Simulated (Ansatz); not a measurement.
# Band gap of Cs2LiScF6 (Fm-3m) from density functionals to GW, part 2 of 3

What gap does each level of theory give for Cs2LiScF6 (Fm-3m), and in what time?

Ansatz 0.2.0; density functionals, hybrids and G0W0, plane waves, PAW. Known limits of the many-body steps: finite bands, screening cutoff and k mesh; no spin-orbit coupling in G0W0.

So far. Step 4 (PBE on the 4×4×4 mesh): Over mesh and path the gap is 6.670 eV, from k = (0.112, 0.112, 0.225) to k = Γ. The least direct gap found is 6.680 eV, at k = (0.075, 0.075, 0.150). On the 4×4×4 mesh alone the same run gives 6.688 eV, so that mesh misses an edge of PBE: 6.688 − 6.670 = +0.018 eV. PBE against PBEsol: 6.670 − 6.654 = +0.016 eV, with the same mesh, files and cutoff, and both edges at the same k points.

In doubt: masses and optical values from hybrid runs of this build are listed as unsure (step 11), which bears on the screening that GW takes from such a start.

## Step 6: r2SCAN on the 4×4×4 mesh

r2SCAN is a meta-GGA: it depends on the kinetic-energy density as well as on the density and its gradient.

This step: DFT, r2SCAN, plane waves, PAW; PAW set soft_1.

The input, input.yaml:

```yaml
crystal:
  lattice:
    - [0.0, 4.3957373378, 4.3957373378]
    - [4.3957373378, 0.0, 4.3957373378]
    - [4.3957373378, 4.3957373378, 0.0]
  atoms:
    - { symbol: Cs, position: [0.75, 0.75, 0.75] }
    - { symbol: Cs, position: [0.25, 0.25, 0.25] }
    - { symbol: Li, position: [0.5, 0.5, 0.5] }
    - { symbol: Sc, position: [0.0, 0.0, 0.0] }
    - { symbol: F, position: [0.76533224, 0.23466776, 0.23466776] }
    - { symbol: F, position: [0.23466776, 0.23466776, 0.76533224] }
    - { symbol: F, position: [0.23466776, 0.76533224, 0.76533224] }
    - { symbol: F, position: [0.23466776, 0.76533224, 0.23466776] }
    - { symbol: F, position: [0.76533224, 0.23466776, 0.76533224] }
    - { symbol: F, position: [0.76533224, 0.76533224, 0.23466776] }
kpoints:
  mp_grid: { grid: [4, 4, 4] }
  band_path:
    path:
      - [0.0, 0.0, 0.0]
      - [0.5, 0.0, 0.5]
      - [0.625, 0.25, 0.625]
      - [0.375, 0.375, 0.75]
      - [0.5, 0.5, 0.5]
      - [0.5, 0.25, 0.75]
      - [0.1125, 0.1125, 0.225]
      - [0.075, 0.075, 0.15]
    npoints: 1
hamiltonian:
  xc: r2scan
  pseudopotentials: { kind: paw, azcp: { folder: soft_1 } }
scf:
  occupations: { method: fixed }
  n_extra_bands: 7
output:
  eigenvalues: true
  forces: true
  stress: true
```

On the command line:

```
$ ansatz run input.yaml --threads 2 --pin off --max-ram 92160MiB --backend cuda --events-out ev --progress --plain --runs-dir out --devices 1 --max-vram 13GiB
```

Numbers of over 12 decimals in the logs are rounded to 6 here.

The program printed:

```text
[...]
GPUs: using 1 of 1 available (devices: 1).
[...]
GPU FFT provider: cuFFT
GPU libraries: cuBLAS 13.8.2, cuFFT 12.4.0, cuSOLVER 12.3.4
Crystal: 10 atoms, lattice volume = 169.873 Å³
Basis set: ecut = 500 eV, 4285 PW (Γ), exchange–correlation on 192×192×192 points (64 copies of the dense FFT grid, shifted against one another)
[...]
k-point 0: bands = [... 33 lower, 1.6338, 1.6368, 1.6368, 1.6368, 8.9674, 8.9674, 8.9674, 10.1535, ... 3 higher]
  k-point 1: bands = [... 33 lower, 1.5346, 1.5798, 1.6441, 1.6441, 8.9963, 8.9963, 9.0011, 10.8296, ... 3 higher]
  k-point 2: bands = [... 33 lower, 1.5595, 1.5595, 1.5634, 1.5634, 9.0202, 9.0202, 9.0428, 10.9103, ... 3 higher]
  k-point 7: bands = [... 33 lower, 1.3730, 1.4090, 1.5699, 1.5699, 9.0505, 9.0505, 9.0938, 10.6478, ... 3 higher]
[key lines of the parts left out:]
SCF converged after 9 iterations
Free energy (F): -18594.509834 eV
Fermi energy:    1.649038 eV
P = ⅓ Tr σ = -2.3651 GPa (-23.651 kbar)
```

Run time: 5.9 s. Hardware: 1 × NVIDIA H100 80GB HBM3 (shared by 6 runs) with 2 threads of AMD EPYC 7R13 (Zen 3), shared host; peak memory 1.2 GiB.

Numbers from this step:

```
pressure             : -2.365 GPa
gap                  : 7.302 eV
valence top at       : k = (0.113, 0.113, 0.225)
conduction bottom at : Γ
least direct gap     : 7.314 eV
```

Over mesh and listed points the gap is 7.302 eV, from k = (0.113, 0.113, 0.225) to k = Γ. The least direct gap found is 7.314 eV, at k = (0.075, 0.075, 0.150). On the 4×4×4 mesh alone the same run gives 7.318 eV, so that mesh misses an edge of r2SCAN: 7.318 − 7.302 = +0.016 eV. r2SCAN against PBE: 7.302 − 6.670 = +0.632 eV. The runs also differ in plane-wave cutoff (420 eV and 500 eV), so how much of this comes from the functional alone is not known.

## Step 7: HSE06 on the 4×4×4 mesh

HSE06 mixes in a quarter of exact exchange at short range.

This step: DFT, HSE06, plane waves, PAW; PAW set soft_1.

input.yaml: that of step 6 with these lines changed.

```diff
@@ -30,3 +30,3 @@
 hamiltonian:
-  xc: r2scan
+  xc: hse06
   pseudopotentials: { kind: paw, azcp: { folder: soft_1 } }
@@ -37,3 +37 @@
   eigenvalues: true
-  forces: true
-  stress: true
```

The program printed:

```text
[...]
GPUs: using 1 of 1 available (devices: 1).
[...]
davidson cushion auto → on  (no smearing: the cushion is to keep the highest requested band from converging to the state above it; pin scf.eigensolver.cushion to override)
[...]
GPU FFT provider: cuFFT
GPU libraries: cuBLAS 13.8.2, cuFFT 12.4.0, cuSOLVER 12.3.4
Crystal: 10 atoms, lattice volume = 169.873 Å³
Basis set: ecut = 420 eV, 3287 PW (Γ)
[...]
E sigma→0 (E₀):  -18558.096824 eV
Fermi energy:    0.647626 eV
[...]
--- Band table (eV; the first three rows and the last of 8) ---
  k-point 0: bands = [... 33 lower, 0.5687, 0.6430, 0.6430, 0.6430, 9.7017, 9.7017, 9.7017, 10.2822, ... 3 higher]
  k-point 1: bands = [... 33 lower, 0.4958, 0.5122, 0.6384, 0.6384, 9.7335, 9.7335, 9.7398, 10.9687, ... 3 higher]
  k-point 2: bands = [... 33 lower, 0.5306, 0.5306, 0.5705, 0.5705, 9.7590, 9.7590, 9.7941, 11.5614, ... 3 higher]
  k-point 7: bands = [... 33 lower, 0.3226, 0.3902, 0.5331, 0.5331, 9.8052, 9.8052, 9.8512, 11.2050, ... 3 higher]
[key lines of the parts left out:]
Free energy (F): -18558.096824 eV
```

The job ended after 53 s (1 × NVIDIA H100 80GB HBM3 (shared by 6 runs) with 2 threads; peak memory 1.4 GiB; 80 s of CPU time).

This step gave:

- gap: 9.039 eV
- valence top at: k = (0.113, 0.113, 0.225)
- conduction bottom at: Γ
- least direct gap: 9.053 eV
- exact-exchange fraction: 0.25

Over mesh and listed points the gap is 9.039 eV, from k = (0.113, 0.113, 0.225) to k = Γ. The least direct gap found is 9.053 eV, at k = (0.075, 0.075, 0.150). On the 4×4×4 mesh alone the same run gives 9.054 eV, so that mesh misses an edge of HSE06: 9.054 − 9.039 = +0.015 eV. HSE06 against PBE: 9.039 − 6.670 = +2.369 eV, with the same mesh, files and cutoff, and both edges at the same k points.

## Step 8: PBE0 on the 4×4×4 mesh

PBE0 mixes in a quarter of exact exchange at all distances.

This step: DFT, PBE0, plane waves, PAW; PAW set soft_1.

input.yaml: that of step 7 with these lines changed.

```diff
@@ -30,3 +30,3 @@
 hamiltonian:
-  xc: hse06
+  xc: pbe0
   pseudopotentials: { kind: paw, azcp: { folder: soft_1 } }
@@ -37 +37,5 @@
   eigenvalues: true
+  write_density: true
+  write_potential: true
+  elf: true
+  volumetric_format: npy
```

The program printed:

```text
[...]
GPUs: using 1 of 1 available (devices: 1).
[...]
GPU FFT provider: cuFFT
GPU libraries: cuBLAS 13.8.2, cuFFT 12.4.0, cuSOLVER 12.3.4
Crystal: 10 atoms, lattice volume = 169.873 Å³
Basis set: ecut = 420 eV, 3287 PW (Γ)
Bands: 44, of which v1, the nominal top of the filled ones, is band 37 counted from 1 (36 counted from 0)
Symmetry: 48 space group operations
[...]
k-points: 8 of 64
[...]
Fermi energy:    0.239165 eV
[...]
--- Band table (eV; the first three rows and the last of 8) ---
  k-point 0: bands = [... 33 lower, 0.1539, 0.2360, 0.2360, 0.2360, 10.0837, 10.0837, 10.0837, 10.6263, ... 3 higher]
  k-point 1: bands = [... 33 lower, 0.0829, 0.0970, 0.2302, 0.2302, 10.1160, 10.1160, 10.1224, 11.3189, ... 3 higher]
  k-point 2: bands = [... 33 lower, 0.1182, 0.1182, 0.1630, 0.1630, 10.1418, 10.1418, 10.1778, 11.9450, ... 3 higher]
  k-point 7: bands = [... 33 lower, -0.0933, -0.0207, 0.1203, 0.1203, 10.1892, 10.1892, 10.2362, 11.5835, ... 3 higher]
[key lines of the parts left out:]
Free energy (F): -18557.066921 eV
```

It took 49 s on 1 × NVIDIA H100 80GB HBM3 (shared by 6 runs) with 2 threads; peak memory 1.4 GiB; 84 s of CPU time.

Numbers from this step:

```yaml
gap: 9.829 eV
valence_top_at: k = (0.113, 0.113, 0.225)
conduction_bottom_at: Γ
least_direct_gap: 9.843 eV
exact_exchange_fraction: 0.25
```

Over mesh and listed points the gap is 9.829 eV, from k = (0.113, 0.113, 0.225) to k = Γ. The least direct gap found is 9.843 eV, at k = (0.075, 0.075, 0.150). On the 4×4×4 mesh alone the same run gives 9.845 eV, so that mesh misses an edge of PBE0: 9.845 − 9.829 = +0.016 eV. PBE0 against HSE06: 9.829 − 9.039 = +0.790 eV, with the same mesh, files and cutoff, and both edges at the same k points.

## Step 9: DDH-PBE0 on the 4×4×4 mesh

The input asks for a share of exact exchange of one over the crystal's ε∞, which the program works out first.

This step: DFT, dielectric-dependent PBE0 (fraction 1/eps_inf of PBE), plane waves, PAW; PAW set soft_1.

input.yaml: that of step 8 with these lines changed.

```diff
@@ -16,2 +16,3 @@
     - { symbol: F, position: [0.76533224, 0.76533224, 0.23466776] }
+  host: atoms
 kpoints:
@@ -30,3 +31,6 @@
 hamiltonian:
-  xc: pbe0
+  xc:
+    exchange: pbe
+    correlation: pbe
+    exx: { coeff: inverse_dielectric }
   pseudopotentials: { kind: paw, azcp: { folder: soft_1 } }
@@ -37,5 +41 @@
   eigenvalues: true
-  write_density: true
-  write_potential: true
-  elf: true
-  volumetric_format: npy
```

The program printed:

```text
[...]
the fraction of exact exchange is that of a crystal of Cs2Li1Sc1F6
GPUs: using 1 of 1 available (devices: 1).
[...]
a weight of exact exchange comes from the crystal, and the text's number only plans the run
Solving k-mesh 2×2×2 for the fraction of exact exchange
[...]
Fermi energy:    -1.066634 eV
[...]
--- Band table (eV; the first three rows and the last of 8) ---
  k-point 0: bands = [... 33 lower, -1.2279, -1.0666, -1.0666, -1.0666, 10.9330, 10.9330, 10.9330, 11.1754, ... 3 higher]
  k-point 1: bands = [... 33 lower, -1.2577, -1.2577, -1.0787, -1.0787, 10.9663, 10.9663, 10.9751, 11.8796, ... 3 higher]
  k-point 2: bands = [... 33 lower, -1.2117, -1.2117, -1.1371, -1.1371, 10.9928, 10.9928, 11.0439, 12.7902, ... 3 higher]
  k-point 7: bands = [... 33 lower, -1.4480, -1.3511, -1.2177, -1.2177, 11.0569, 11.0569, 11.1043, 12.3589, ... 3 higher]
[key lines of the parts left out:]
Free energy (F): -18562.860433 eV
```

It took 64 s on 1 × NVIDIA H100 80GB HBM3 (shared by 6 runs) with 2 threads; peak memory 1.6 GiB; 94 s of CPU time.

Numbers from this step:

```
gap                     : 11.99 eV
valence top at          : k = (0.113, 0.113, 0.225)
conduction bottom at    : Γ
least direct gap        : 12.00 eV
exact-exchange fraction : 0.4144
```

Over mesh and listed points the gap is 11.986 eV, from k = (0.113, 0.113, 0.225) to k = Γ. The least direct gap found is 12.000 eV, at k = (0.075, 0.075, 0.150). On the 4×4×4 mesh alone the same run gives 12.000 eV, so that mesh misses an edge of DDH-PBE0: 12.000 − 11.986 = +0.014 eV. DDH-PBE0 against PBE0: 11.986 − 9.829 = +2.157 eV, with the same mesh, files and cutoff, and both edges at the same k points.

## Step 10: G0W0@PBE, 4×4×4 mesh, 931 empty bands, screening to 180 eV, PAW set soft_1 files

G0W0 replaces the xc potential by a self-energy built once from the orbitals of the start. Levels are corrected in the window of bands that the input names, at points of the mesh.

This step: G0W0 on PBE, plane waves, PAW; PAW set soft_1.

input.yaml: that of step 9 with these lines changed.

```diff
@@ -16,21 +16,6 @@
     - { symbol: F, position: [0.76533224, 0.76533224, 0.23466776] }
-  host: atoms
 kpoints:
   mp_grid: { grid: [4, 4, 4] }
-  band_path:
-    path:
-      - [0.0, 0.0, 0.0]
-      - [0.5, 0.0, 0.5]
-      - [0.625, 0.25, 0.625]
-      - [0.375, 0.375, 0.75]
-      - [0.5, 0.5, 0.5]
-      - [0.5, 0.25, 0.75]
-      - [0.1125, 0.1125, 0.225]
-      - [0.075, 0.075, 0.15]
-    npoints: 1
 hamiltonian:
-  xc:
-    exchange: pbe
-    correlation: pbe
-    exx: { coeff: inverse_dielectric }
+  xc: pbe
   pseudopotentials: { kind: paw, azcp: { folder: soft_1 } }
@@ -38,4 +23,7 @@
   occupations: { method: fixed }
-  n_extra_bands: 7
-output:
-  eigenvalues: true
+gw:
+  n_empty_bands: 931
+  ecut_chi: 180.0
+  qp_bands: [v3, c3]
+  qp_kpoints: band_edges
+  screening: { model: contour_deformation }
```

The program printed:

```text
GPUs: using 1 of 1 available (devices: 1).
[...]
GPU FFT provider: cuFFT
GPU libraries: cuBLAS 13.8.2, cuFFT 12.4.0, cuSOLVER 12.3.4
Crystal: 10 atoms, lattice volume = 169.873 Å³
Basis set: ecut = 420 eV, 3287 PW (Γ)
Bands: 47, of which v1, the nominal top of the filled ones, is band 37 counted from 1 (36 counted from 0)
Symmetry: 48 space group operations
[...]
k-points: 8 of 64
[...]
1    36      2.1930   -30.9530     5.4940   -23.4701  0.7708     0.1503     0.2041  root
[...]
7    37      2.1220   -30.9456     5.6449   -23.2912  0.7673     0.0550     0.1125  root
     7    38      8.9684   -11.6417    -5.9966   -20.1560  0.7899    11.5752    11.4861  root
     7    39      8.9684   -11.6417    -5.9966   -20.1560  0.7899    11.5752    11.4861  root
     7    40      9.0138   -11.9517    -5.9692   -20.4497  0.7884    11.6331    11.5426  root
[key lines of the parts left out:]
SCF converged after 10 iterations
Free energy (F): -18548.731536 eV
Fermi energy:    2.196175 eV
```

Run time: 80 s. Hardware: 1 × NVIDIA H100 80GB HBM3 (shared by 6 runs) with 2 threads; peak memory 2.5 GiB; 1.9 min of CPU time.

This step gave:

```
bands summed                                    : 968
RPA ε∞ on this mesh (eigenvalues)               : 2.300, 2.300, 2.300
plane waves in the screening matrix             : 941
G0W0 gap over the corrected points              : 11.16 eV
k of the valence top                            : 0, 0.25, -0.25
k of the conduction bottom                      : 0, 0, 0
starting gap on the mesh                        : 6.688 eV
Z at the valence top                            : 0.7718
Z at the conduction bottom                      : 0.7932
least direct G0W0 gap over the corrected points : 11.16 eV
```

Over all 8 irreducible mesh points the G0W0 gap is 11.157 eV, from k = (0.000, 0.250, -0.250) to k = Γ. The PBE gap of this run on the mesh is 6.688 eV. The two states that bound the G0W0 gap lie that far apart at the start, so the correction of the gap is 11.157 − 6.688 = +4.469 eV.

## Step 11: G0W0@HSE06, 4×4×4 mesh, 931 empty bands, screening to 180 eV, PAW set soft_1 files

This step: G0W0 on HSE06, plane waves, PAW; PAW set soft_1.

input.yaml: that of step 10 with these lines changed.

```diff
@@ -19,3 +19,3 @@
 hamiltonian:
-  xc: pbe
+  xc: hse06
   pseudopotentials: { kind: paw, azcp: { folder: soft_1 } }
```

The program printed:

```text
GPUs: using 1 of 1 available (devices: 1).
[...]
GPU FFT provider: cuFFT
GPU libraries: cuBLAS 13.8.2, cuFFT 12.4.0, cuSOLVER 12.3.4
Crystal: 10 atoms, lattice volume = 169.873 Å³
Basis set: ecut = 420 eV, 3287 PW (Γ)
Bands: 47, of which v1, the nominal top of the filled ones, is band 37 counted from 1 (36 counted from 0)
Symmetry: 48 space group operations
[...]
k-points: 8 of 64
[...]
1    35      0.5122   -31.3852     4.9843   -25.3377  0.8045    -0.5608    -0.5510  root
     1    36      0.6384   -30.6834     4.5359   -25.0575  0.8132    -0.4610    -0.4516  root
[...]
7    37      0.5331   -30.8018     4.7164   -24.9921  0.8093    -0.5701    -0.5602  root
     7    38      9.8051   -11.0138    -5.1721   -18.1440  0.8334    11.7949    11.7633  root
     7    39      9.8051   -11.0138    -5.1721   -18.1440  0.8334    11.7949    11.7633  root
     7    40      9.8511   -11.2994    -5.1507   -18.4255  0.8322    11.8588    11.8264  root
[key lines of the parts left out:]
Free energy (F): -18558.096824 eV
Fermi energy:    0.647611 eV
```

Wall time 2.9 min (1 × NVIDIA H100 80GB HBM3 (shared by 6 runs) with 2 threads); peak memory 2.7 GiB.

Numbers from this step:

* bands summed: 968
* RPA ε∞ on this mesh (eigenvalues): 2.052, 2.052, 2.052
* plane waves in the screening matrix: 941
* G0W0 gap over the corrected points: 12.06 eV
* k of the valence top: 0, 0.25, -0.25
* k of the conduction bottom: 0, 0, 0
* starting gap on the mesh: 9.054 eV
* Z at the valence top: 0.8134
* Z at the conduction bottom: 0.8365
* least direct G0W0 gap over the corrected points: 12.07 eV

Over all 8 irreducible mesh points the G0W0 gap is 12.064 eV, from k = (0.000, 0.250, -0.250) to k = Γ. The HSE06 gap of this run on the mesh is 9.054 eV. The two states that bound the G0W0 gap lie that far apart at the start, so the correction of the gap is 12.064 − 9.054 = +3.010 eV. G0W0@HSE06 against G0W0@PBE with 968 bands: 12.064 − 11.157 = +0.907 eV, with the same mesh, files and cutoffs, and both edges at the same k points.

## Step 12: G0W0@LDA, 4×4×4 mesh, 931 empty bands, screening to 180 eV, PAW set soft_1 files

This step: G0W0 on LDA, plane waves, PAW; PAW set soft_1.

input.yaml: that of step 11 with these lines changed.

```diff
@@ -19,4 +19,4 @@
 hamiltonian:
-  xc: hse06
-  pseudopotentials: { kind: paw, azcp: { folder: soft_1 } }
+  xc: lda
+  pseudopotentials: { kind: paw, azcp: { folder: soft_1 }, xc_functional: pbe }
 scf:
```

The program printed:

```text
GPUs: using 1 of 1 available (devices: 1).
[...]
GPU FFT provider: cuFFT
GPU libraries: cuBLAS 13.8.2, cuFFT 12.4.0, cuSOLVER 12.3.4
Crystal: 10 atoms, lattice volume = 169.873 Å³
Basis set: ecut = 420 eV, 3287 PW (Γ)
Bands: 47, of which v1, the nominal top of the filled ones, is band 37 counted from 1 (36 counted from 0)
Symmetry: 48 space group operations
[...]
k-points: 8 of 64
[...]
7    36      1.7079   -30.7888     5.6101   -23.3398  0.7641    -0.1789    -0.1310  root
     7    37      1.7079   -30.7888     5.6101   -23.3398  0.7641    -0.1789    -0.1310  root
     7    38      8.4847   -11.6111    -6.0805   -20.4336  0.7891    11.3351    11.2267  root ?
     7    39      8.4847   -11.6111    -6.0805   -20.4336  0.7891    11.3351    11.2267  root ?
     7    40      8.5353   -11.9597    -6.0487   -20.7544  0.7873    11.3907    11.2813  root ?
[key lines of the parts left out:]
SCF converged after 9 iterations
Free energy (F): -18079.786088 eV
Fermi energy:    1.793134 eV
```

Wall time 37 s (1 × NVIDIA H100 80GB HBM3 (shared by 6 runs) with 2 threads); peak memory 2.5 GiB; 60 s of CPU time.

Numbers from this step:

```yaml
bands_summed: 968
rpa_eps_infinity_on_this_mesh_eigenvalues: 2.366, 2.366, 2.366
plane_waves_in_the_screening_matrix: 941
g0w0_gap_over_the_corrected_points: 11.13 eV
k_of_the_valence_top: 0, 0.25, -0.25
k_of_the_conduction_bottom: 0, 0, 0
starting_gap_on_the_mesh: 6.599 eV
z_at_the_valence_top: 0.7690
z_at_the_conduction_bottom: 0.7927
least_direct_g0w0_gap_over_the_corrected_points: 11.14 eV
```

Over all 8 irreducible mesh points the G0W0 gap is 11.130 eV, from k = (0.000, 0.250, -0.250) to k = Γ. The LDA gap of this run on the mesh is 6.599 eV. The two states that bound the G0W0 gap lie that far apart at the start, so the correction of the gap is 11.130 − 6.599 = +4.531 eV. G0W0@LDA against G0W0@HSE06 with 968 bands: 11.130 − 12.064 = −0.934 eV, with the same mesh, files and cutoffs, and both edges at the same k points. The program doubts an edge level of G0W0@LDA with 968 bands (4×4×4, soft_1 PAW). The program marks 24 of the 48 corrected levels as in doubt (energies apart), among them the conduction bottom.

(Continued in part 3 of 3.)

[Paths, hosts, dates, memory and timing lines, banners, echoed tables and standing remarks are left out of the program output.]

[Logs are printed without paths, hosts, clocks, repeated set-up lines and the standing remarks that a program may print on its own settings, such as how far it seeks lower states.]

[Runs of the session that timed out or met a known fault of the program may be left out.]

[Cells called generated may have been cut or substituted from an entry of the Crystallography Open Database or the Materials Project.]

[Hosts, paths, dates, database ids (printed as entryN), source tags and the programs' standing remarks are cut or masked in the printed files.]

[Where an RPA ε∞ is given, it is that of the G0W0 mesh and is not shown converged in it. Names of k-points follow the symmetry that the program found, which can be lower than the space group named. Band edges on a path are those of the sampled points; other points can move an edge, and change direct to indirect where valleys lie close.]

[Hybrid gaps are those of their k-mesh and are not shown converged in it.]
